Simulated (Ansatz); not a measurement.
An input for Ansatz 0.2.0 (TiO2 (C2/c)):

```yaml
crystal:
  lattice:
    - [2.706034, -2.706655, 0.0]
    - [2.706034, 2.706655, 0.0]
    - [-2.633531, 0.0, 4.796637]
  atoms:
    - { symbol: Ti, position: [0.13411, 0.86589, 0.25] }
    - { symbol: Ti, position: [0.86589, 0.13411, 0.75] }
    - { symbol: O, position: [0.331221, 0.088755, 0.667149] }
    - { symbol: O, position: [0.668779, 0.911245, 0.332851] }
    - { symbol: O, position: [0.911245, 0.668779, 0.832851] }
    - { symbol: O, position: [0.088755, 0.331221, 0.167149] }
kpoints:
  mp_grid: { grid: [4, 4, 4] }
  band_path:
    path:
      - [0.0, 0.0, 0.0]
      - [0.0, 0.0, 0.5]
      - [-0.42056841, 0.42056841, 0.5]
      - [-0.57943159, -0.42056841, 0.5]
      - [-0.5, -0.5, 0.5]
      - [-0.5, 0.5, 0.0]
      - [-0.5, 0.0, 0.5]
      - [-0.5, 0.0, 0.0]
      - [-0.45, 0.45, 0.0]
      - [0.0, 0.0, 0.25]
    npoints: 1
hamiltonian:
  xc: pbe0
  pseudopotentials: { kind: paw, azcp: { folder: soft_1 } }
scf:
  occupations: { method: fixed }
  n_extra_bands: 6
output:
  eigenvalues: true
```

```sh
ansatz run input.yaml --threads 3 --pin off --max-ram 92160MiB --backend cuda --events-out ev --progress --plain --runs-dir out --devices 1 --max-vram 13GiB
```

Question: How long will it take on 1 × NVIDIA H100 80GB HBM3 (shared by 6 runs) with 3 threads of AMD EPYC 7R13 (Zen 3), shared host, and how much memory?

It took 31 s; on shared hardware allow 16 s to 62 s. Peak host memory was 1.3 GiB. The sizes that set the cost: 1363 plane waves a state, 24 irreducible k points and 17 SCF cycles.

Exact exchange couples every pair of k points and filled bands, so it costs far more than a semilocal run.

[Paths, hosts, dates, memory and timing lines, banners, echoed tables and standing remarks are left out of the program output.]

[Logs are printed without paths, hosts, clocks, repeated set-up lines and the standing remarks that a program may print on its own settings, such as how far it seeks lower states.]

[Runs of the session that timed out or met a known fault of the program may be left out.]

[Cells called generated may have been cut or substituted from an entry of the Crystallography Open Database or the Materials Project.]

[Hosts, paths, dates, database ids (printed as entryN), source tags and the programs' standing remarks are cut or masked in the printed files.]
